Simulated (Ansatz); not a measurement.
## BAs (F-43m): lattice thermal conductivity

Aim: the lattice thermal conductivity of BAs against temperature, and which phonons carry it.

What experiment has found for this phase:
- thermal conductivity 1160 W/m/K near room temperature (given in “Boron isotope effect on the thermal conductivity of boron arsenide single crystals”, 2019, arxiv:1910.02152)
- thermal conductivity 1000 W/m/K near room temperature (given in “Thermal expansion coefficient and lattice anharmonicity of cubic boron arsenide”, 2019, arxiv:1903.01668)

Program: Ansatz 0.2.0. Level of theory: DFT r2SCAN, scalar-relativistic, plane waves, PAW. Results are calculated unless marked as measured.

Most raw output is cut from this account.

## 1. Starting point

The structure is cubic, space group F-43m (No. 216). Conventional cell: a = 4.777 Å, b = 4.777 Å, c = 4.777 Å, α = 90.00°, β = 90.00°, γ = 90.00°. B has 4 As at 2.07 Å nearest. Nearest to As lie 4 B at 2.07 Å. Farther neighbours are not listed.

## 2. Probe on a coarse mesh

A cheap single point shows whether the cell is a metal or an insulator and how far it is from rest; that sets the k-mesh and the occupations of what follows.

Input file input.yaml:

```yaml
crystal:
  lattice:
    - [0.0, 2.3885, 2.3885]
    - [2.3885, 0.0, 2.3885]
    - [2.3885, 2.3885, 0.0]
  atoms:
    - { symbol: B, position: [0.0, 0.0, 0.0] }
    - { symbol: As, position: [0.25, 0.25, 0.25] }
kpoints:
  mp_grid: { grid: [6, 6, 6] }
hamiltonian:
  xc: r2scan
scf:
  occupations: { method: gaussian, width: 0.1 }
output:
  forces: true
  stress: true
  eigenvalues: true
```

On the command line:

```
$ ansatz run input.yaml --threads 18 --pin off --max-ram 92160MiB --backend cuda --events-out ev --progress --plain --runs-dir out
```

Wall time 1.4 s (1 × NVIDIA GB200 with 18 threads of Arm Neoverse V2, shared host); peak memory 1.1 GiB.

A gap read on the k-mesh alone can miss the band edges.

Numbers from this step:

```
pressure          : 0.6510 GPa
gap on the k-mesh : 1.464 eV
volume per atom   : 13.63 Å³
```

The start is under 0.65 GPa at this level and looks like an insulator or semiconductor on this mesh.

## 3. Finding the static equilibrium

Phonons are second derivatives about a minimum, so cell and atoms are relaxed first, inside the symmetry of the start.

input.yaml, the sections that differ from step 2:

```yaml
kpoints:
  mp_grid: { grid: [10, 10, 10] }
scf:
  occupations: { method: gaussian, width: 0.02 }
relax:
  adjacent_minimum: "off"
  f_tol: 0.005
  max_steps: 80
  cell: { stress_tol: 0.05 }
# crystal, hamiltonian, output: as in step 2
```

Run time: 2.7 s. Hardware: 1 × NVIDIA GB200 with 18 threads; peak memory 1.1 GiB.

The steps of the relaxation:

```tsv
step	energy less that of the first step (eV)	largest force component (eV/Å)	pressure (GPa)	volume (Å³)
1	0.0000	0.0000	0.61	27.25
2	-0.0002	0.0000	0.15	27.34
3	-0.0002	0.0000	0.00	27.37
4*	-0.0002	0.0000	0.00	27.37
```

Relaxation steps marked * repeat the geometry before them on a plane-wave basis chosen anew for their cell, so energy and pressure can jump there.

Forces are held to the 24 operations that the run works with; a distortion that breaks them can't arise in this run.

```tsv
conventional cell, symmetrised	before	after	change
a (Å)	4.777	4.784	+0.1 %
b (Å)	4.777	4.784	+0.1 %
c (Å)	4.777	4.784	+0.1 %
volume (Å³/atom)	13.63	13.68	+0.4 %
```

Final coordinates:

```xyz
2
Lattice="0.0000 2.3919 2.3919 2.3919 0.0000 2.3919 2.3919 2.3919 0.0000" Properties=species:S:1:pos:R:3 pbc="T T T"
B     0.0000    0.0000    0.0000
As    1.1960    1.1960    1.1960
```

Numbers from this step:

```yaml
pressure: 0.002019 GPa
gap_on_the_k_mesh: 1.375 eV
volume_per_atom: 13.68 Å³
```

## 4. Tight relaxation

The thresholds are tightened for a last relaxation ahead of the phonons, and where mesh or smearing change with them the cell follows.

Input file input.yaml:

```yaml
crystal:
  lattice:
    - [0.0, 2.3919171792, 2.3919171792]
    - [2.3919171792, 0.0, 2.3919171792]
    - [2.3919171792, 2.3919171792, 0.0]
  atoms:
    - { symbol: B, position: [0.0, 0.0, 0.0] }
    - { symbol: As, position: [0.25, 0.25, 0.25] }
kpoints:
  mp_grid: { grid: [12, 12, 12] }
hamiltonian:
  xc: r2scan
scf:
  occupations: { method: fixed }
output:
  forces: true
  stress: true
  eigenvalues: true
relax:
  adjacent_minimum: "off"
  f_tol: 0.001
  max_steps: 60
  cell: { stress_tol: 0.01 }
```

Wall time 2.2 s (1 × NVIDIA GB200 with 18 threads); peak memory 1.1 GiB; 4.5 s of CPU time.

Little changed from the start: no atom moved by 0.005 Å and no cell edge by 0.1 %.

Numbers from this step:

```yaml
pressure: 0.003019 GPa
gap_on_the_k_mesh: 1.385 eV
```

The residual pressure is 0.0030 GPa, small enough for phonons.

## 5. Third-order constants and the Boltzmann equation

The supercell must be wider than twice the pair cutoff, and the number of displaced cells grows with the pairs inside it, which is where the cost lies.

input.yaml, the sections that differ from step 4:

```yaml
kpoints:
  mp_grid: { grid: [6, 6, 6] }
output:
  eigenvalues: true
phonons:
  method: fd
  dielectric: true
  qmesh: [6, 6, 6]
  temperatures: { t_max: 1000, t_step: 50 }
  qpath:
    path:
      - [[0.0, 0.0, 0.0], [0.5, 0.0, 0.5], [0.5, 0.25, 0.75], [0.375, 0.375, 0.75], [0.0, 0.0, 0.0], [0.5, 0.5, 0.5], [0.625, 0.25, 0.625], [0.5, 0.25, 0.75], [0.5, 0.5, 0.5], [0.375, 0.375, 0.75]]
      - [[0.625, 0.25, 0.625], [0.5, 0.0, 0.5]]
    npoints: 10
  third_order: { supercell: [3, 3, 3], pair_cutoff: 4.117 }
  lattice_thermal_conductivity:
    qmesh: [23, 23, 23]
    temperatures: [100.0, 150.0, 200.0, 300.0, 400.0, 500.0, 600.0, 800.0]
    isotope_mass_variance: [{ species: As, variance: 0.0 }, { species: B, variance: 0.001354 }]
    solution: relaxation_time
# crystal, hamiltonian, scf: as in step 4
# relax: removed
```

Wall time 2.2 min (1 × NVIDIA GB200 with 18 threads); peak memory 1.8 GiB; 9.6 min of CPU time.

Numbers from this step:

| Property | Result |
| --- | --- |
| Γ frequencies | 0, 0, 0, 699.1, 699.1, 699.1 cm⁻¹ (negative: imaginary) |
| lowest frequency on the path | 0 cm⁻¹ |
| zero-point energy | 0.1638 eV/cell |
| point group | -43m |
| highest frequency | 736.9 cm⁻¹ |
| mean sound speed | 5.499 km/s |
| Debye temperature elastic | 684 K |
| Debye temperature from the second moment | 924 K |
| κ at 300 K (relaxation time) | 1787 W/m/K |
| dipole term | run |
| mean free path at half of κ | 1920 nm |
| share of κ above the three lowest branches | 0 |
| third-order blocks | 842 |
| periodic aliases dropped | 168 |
| largest relative sum-rule correction | 0.3228 |
| displaced cells, third order | 101 |

LO-TO term included. Phonon branches along the path, in cm⁻¹:

```tsv
point	branch 1	branch 2	branch 3	branch 4	branch 5	branch 6
Γ	0	0	0	699	699	701
halfway	155	155	232	653	653	720
X	199	199	324	627	627	737
halfway	215	222	306	626	627	719
W	231	266	266	620	627	705
halfway	213	254	284	623	630	709
K	193	254	291	625	633	714
halfway	142	181	228	660	667	700
Γ	0	0	0	699	699	701
halfway	116	116	223	679	679	705
L	144	144	313	670	670	707
halfway	172	212	296	643	650	705
U	193	254	291	625	633	714
halfway	213	254	284	623	630	709
W	231	266	266	620	627	705
halfway	186	220	292	638	646	703
L	144	144	313	670	670	707
halfway	172	212	296	643	650	705
K	193	254	291	625	633	714
jump to U	193	254	291	625	633	714
halfway	197	220	314	626	628	728
X	199	199	324	627	627	737
```

Lattice thermal conductivity, RTA xx against temperature:

```tsv
temperature (K)	lattice thermal conductivity, RTA xx (W/m/K)
100	3183
150	2721
200	2337
300	1787
400	1436
500	1197
600	1025
800	796
```

The modes has structure finer than the step of the table below, so its rows give means over 25 cm⁻¹, whole bins alone (the curve runs from -10 to 769 cm⁻¹). Peaks (cm⁻¹: height): As 195.7: 0.0225, 283.9: 0.0209; B 631.6: 0.0448, 705.1: 0.0496.

Phonopy on the run's constants, 21x21x21 mesh, Gaussian sigma 5.6 cm⁻¹. The modes by wavenumber; means over each step; values in 1/cm⁻¹/cell:

```tsv
wavenumber (cm⁻¹)	As	B
25	1.0e-4	1.3e-5
50	4.2e-4	5.8e-5
75	0.00103	1.4e-4
100	0.00216	2.7e-4
125	0.00508	6.0e-4
150	0.0119	0.00126
175	0.0172	0.00156
200	0.0201	0.00148
225	0.0138	7.9e-4
250	0.0117	5.1e-4
275	0.0166	4.0e-4
300	0.0115	1.5e-4
325	0.00123	5.0e-6
350	3.0e-7	0
375	0	0
400	0	0
425	0	0
450	0	0
475	0	0
500	0	0
525	0	0
550	0	0
575	0	0
600	3.5e-6	1.7e-4
625	0.00128	0.0264
650	0.00250	0.0321
675	0.00156	0.0143
700	0.00151	0.0284
725	3.7e-4	0.0111
750	2.5e-6	2.7e-4
```

Distinct triplets, nearest first. Third order norms, by row:

```tsv
sites	side 1 (Å)	side 2 (Å)	side 3 (Å)	norm of the 27 components (eV/Å³)
B-B-B	0	0	0	110.5
As-As-As	0	0	0	94.11
B-As-As	0	2.07	2.07	42.64
B-As-B	0	2.07	2.07	45.44
B-B-As	2.07	2.07	3.38	1.043
B-As-As	2.07	2.07	3.38	1.255
B-B-B	0	3.38	3.38	1.507
B-B-B	3.38	3.38	3.38	0.315
B-B-B	3.38	3.38	3.38	0.055
As-As-As	0	3.38	3.38	2.72
As-As-As	3.38	3.38	3.38	0.153
As-As-As	3.38	3.38	3.38	0.444
B-As-B	2.07	3.38	3.97	0.165
B-As-As	2.07	3.38	3.97	0.208
B-As-As	0	3.97	3.97	0.333
B-As-As	3.38	3.97	3.97	0.022
B-As-As	3.38	3.97	3.97	0.044
B-As-B	3.38	3.97	3.97	0.033
B-As-B	3.38	3.97	3.97	0.012
B-As-B	0	3.97	3.97	0.225
```

Born charge (rows field, columns displacement) (e), principal values of the symmetric part by kind of site:

```tsv
atom	atoms with these values	low	middle	high	mean
B1	1	-0.3717	-0.3717	-0.3717	-0.3717
As2	1	0.3717	0.3717	0.3717	0.3717
```

In full for B1:

```
-0.3717  0.0000  0.0000
 0.0000 -0.3717  0.0000
 0.0000  0.0000 -0.3717
```

RTA, 300 K. Kappa by branch, by row:

```tsv
branch (by rank)	mean frequency (THz)	mean rms speed (km/s)	median lifetime (ps)	share of kappa
1	5.14	2.28	484	0.235
2	5.97	3.27	558	0.572
3	8.03	2.65	141	0.192
4	19.34	1.14	0.561	0
5	19.49	1.08	0.616	0
6	21.24	0.66	0.294	0
```

Spectral kappa at 300 K, relaxation time (W/m/K/THz) against frequency; read off at these points:

```tsv
frequency (THz)	spectral kappa at 300 K, relaxation time (W/m/K/THz)
0.25	0
1.25	53.5
2.25	27.0
3.25	76.7
4.25	186
5.25	407
6.25	554
6.75	481
7.75	216
8.75	41.1
9.75	0.162
10.75	0
11.75	0
12.75	0
13.75	0
14.75	0
15.75	0
17.25	0
18.25	0
19.25	0.0896
20.25	0.0896
21.25	0.0262
22.25	0.00102
```

Relaxation-time solution. Table of share of κ carried by shorter paths by mean free path:

```tsv
mean free path (nm)	100 K	300 K	800 K
46.4	0	0	0.001
68.1	0	0	0.003
100	0	0	0.013
147	0	0.001	0.026
215	0	0.006	0.045
316	0	0.018	0.095
464	0.002	0.035	0.202
681	0.006	0.062	0.379
1000	0.012	0.169	0.606
1470	0.022	0.362	0.88
2150	0.051	0.566	0.971
3160	0.201	0.847	0.985
4640	0.456	0.967	0.991
6810	0.684	0.978	1
10000	0.792	0.98	1
14700	0.831	0.983	1
21500	0.876	1	1
31600	0.904	1	1
46400	0.92	1	1
68100	0.928	1	1
1.0e5	0.963	1	1
1.5e5	1	1	1
```

300 K; a sample spread over frequency. Mode lifetimes, by row, the first 40 of 90 rows:

```tsv
q1	q2	q3	branch	frequency (THz)	rms speed (km/s)	three-phonon rate (1/ps)	isotope rate (1/ps)	lifetime (ps)	mean free path (nm)
0	0	0.0435	1	0.754	4.85	2.88e-4	8.04e-8	3470	16800
0	0.0435	0.087	3	2.333	7.59	0.00982	1.39e-5	102	772
0.0435	0.087	0.1304	3	3.082	7.09	0.00502	4.70e-5	197	1400
0	0	0.2609	1	3.547	2.04	0.00366	9.05e-5	267	544
0	0.0435	-0.2609	2	3.835	2.9	0.00398	1.38e-4	243	704
0	0.0435	-0.3043	2	4.068	2.56	0.0035	1.99e-4	270	690
0.0435	0.1739	0.3043	1	4.244	3.2	0.0032	2.75e-4	287	921
0	0.1739	-0.2174	1	4.379	2.51	0.00232	3.65e-4	372	932
0	0.1304	-0.3043	1	4.516	2.07	0.00225	3.91e-4	378	782
0	0.1304	0.4348	1	4.674	2.05	0.00223	4.32e-4	376	768
0.0435	0.2174	0.3043	2	4.797	3.45	0.00284	4.46e-4	305	1050
0.0435	0.2174	0.3913	1	4.95	2.6	0.00188	4.78e-4	424	1100
0	0.1739	-0.4783	1	5.059	1.87	0.0016	4.93e-4	477	893
0	0.2174	0.4348	1	5.195	1.93	0.00152	5.22e-4	489	947
0.0435	0.2609	0.3478	2	5.285	3.08	0.00213	5.38e-4	375	1160
0	0.1304	0.2174	3	5.424	5.73	0.00162	6.36e-4	444	2540
0.1304	0.3043	-0.1739	1	5.509	2.77	0.00137	5.57e-4	518	1440
0.087	0.1739	0.4783	2	5.601	4.07	0.00133	6.22e-4	512	2090
0	0.087	-0.1739	3	5.696	5.9	0.00248	7.40e-4	311	1830
0	0.1739	-0.2609	2	5.8	4.48	0.00176	6.96e-4	407	1820
0.087	0.3478	0.4348	2	5.871	2.43	0.00142	6.90e-4	473	1150
0	0.4783	-0.4783	1	5.953	0.11	9.22e-4	6.79e-4	625	71.1
0.087	0.2609	0.4348	2	6.03	2.92	0.00168	5.42e-4	450	1310
0	0.1739	-0.3913	2	6.146	4.5	9.17e-4	4.95e-4	708	3190
0.087	0.2174	-0.3478	2	6.26	3.96	8.74e-4	4.46e-4	758	3000
0.087	0.2609	0.4783	2	6.374	2.82	0.0013	3.63e-4	602	1700
0.1304	0.2609	-0.4783	2	6.526	3.23	0.00101	3.39e-4	741	2390
0	0.2174	-0.3043	2	6.658	4.15	0.00109	3.10e-4	713	2960
0	0.2174	-0.3913	2	6.798	4.12	7.59e-4	2.69e-4	974	4010
0.1304	0.4348	-0.3913	2	6.992	2.81	7.00e-4	2.06e-4	1100	3100
0	0.087	0.3043	3	7.156	4.89	0.00525	2.73e-4	181	885
0.0435	0.3043	-0.2609	2	7.333	2.89	8.41e-4	1.98e-4	963	2780
0.1304	0.3478	-0.3478	2	7.501	2.2	6.19e-4	1.61e-4	1280	2830
0.0435	0.3913	-0.3478	2	7.683	2	6.22e-4	9.07e-5	1400	2810
0.087	0.3043	0.3913	3	7.889	3.59	0.00714	1.46e-4	137	493
0.1304	0.3913	-0.2609	3	8.079	0.82	0.00315	3.98e-5	313	256
0.1304	0.3478	-0.2609	3	8.194	1.09	0.00532	8.05e-5	185	203
0.087	0.3043	-0.3043	3	8.327	1.75	0.00571	6.29e-5	173	302
0.1304	0.3043	-0.3043	3	8.444	1.48	0.00614	6.05e-5	161	239
0.087	0.1739	0.4783	3	8.547	2.62	0.00855	9.74e-5	116	303
```

Without the LO-TO term; a three-phonon rate of 0 means that decay is closed on this mesh, so processes left out here set the real width. Gamma linewidths, by row:

```tsv
branch	frequency (cm⁻¹)	three-phonon rate (1/ps)	isotope rate (1/ps)	FWHM (cm⁻¹)
4	699.1	0	0	0
5	699.1	0	0	0
6	699.1	0	0	0
```

W/m/K, third of the trace; RTA populations with a boundary rate v/L added to each mode (Matthiessen's rule). Kappa by grain size, by row:

```tsv
T (K)	bulk	10 nm	30 nm	100 nm	300 nm	1000 nm	10000 nm	100000 nm
100	3183	7.194	21.4	69.38	194.3	537.7	1928	2884
300	1787	12.7	36.82	113.2	286.9	656.2	1481	1748
600	1025	13.46	37.98	110.4	256.1	511.7	918.1	1013
```

W/m/K, third of the trace; RTA populations with the isotope rates scaled. Kappa by mass disorder, by row:

```tsv
T (K)	no isotopes	as typed	variance x 3	variance x 10	variance x 30
100	5565	3183	2101	1273	792.5
300	2341	1787	1308	755.1	411.7
600	1229	1025	838.4	544.3	307.9
```

At 300 K the relaxation-time value is 1787 W/(m K).

## 6. What came out

* highest frequency: 736.9 cm⁻¹
* Debye temperature from the second moment: 924 K
* κ at 300 K (relaxation time): 1787 W/m/K
* mean free path at half of κ: 1920 nm
* share of κ above the three lowest branches: 0

In words: The lattice of BAs conducts 1787 W/(m K) at 300 K by r2SCAN (mean over directions, relaxation-time solution). Above 300 K the relaxation-time κ falls as T^-0.83. Grains of 100 nm would keep 6 % of the bulk value at 300 K, and grains of 1 µm 37 %. Removing the natural isotope disorder raises κ at 300 K by 31 %. A measured thermal conductivity near room temperature is 1160 W/m/K (arxiv:1910.02152); the calculated 1787 W/m/K differs by +54 %. Four-phonon, defect and boundary scattering, which are left out, would lower the calculated value; thermal expansion is left out too. The last run computed the relaxation-time solution alone; it counts normal processes as resistive, so the full solution usually lies higher, most of all in good conductors. The sum rules changed one orbit of cubic constants by up to 32 %; by the manual a large change points to a short cutoff or, on a small and distant orbit, to noisy forces. The conductivities include the coherence part between close branches; the shares for grains, isotopes, branches and paths are of the relaxation-time populations alone. Cubic couplings among atoms farther apart than the pair cutoff are dropped, and neither the cutoff nor the q-mesh was shown to be converged here. The interpolation has no quadrupole term, so branches near the zone centre are less sure, since this crystal has sites that are not centres of inversion. The PAW files were made for PBE and are used here under another functional, for which the program regenerates the frozen cores.

[Logs are printed without paths, hosts, clocks, repeated set-up lines and the standing remarks that a program may print on its own settings, such as how far it seeks lower states.]

[Hosts, paths, dates, database ids (printed as entryN), source tags and the programs' standing remarks are cut or masked in the printed files.]

[A step with changed settings may run another functional than the one named; its input shows which.]
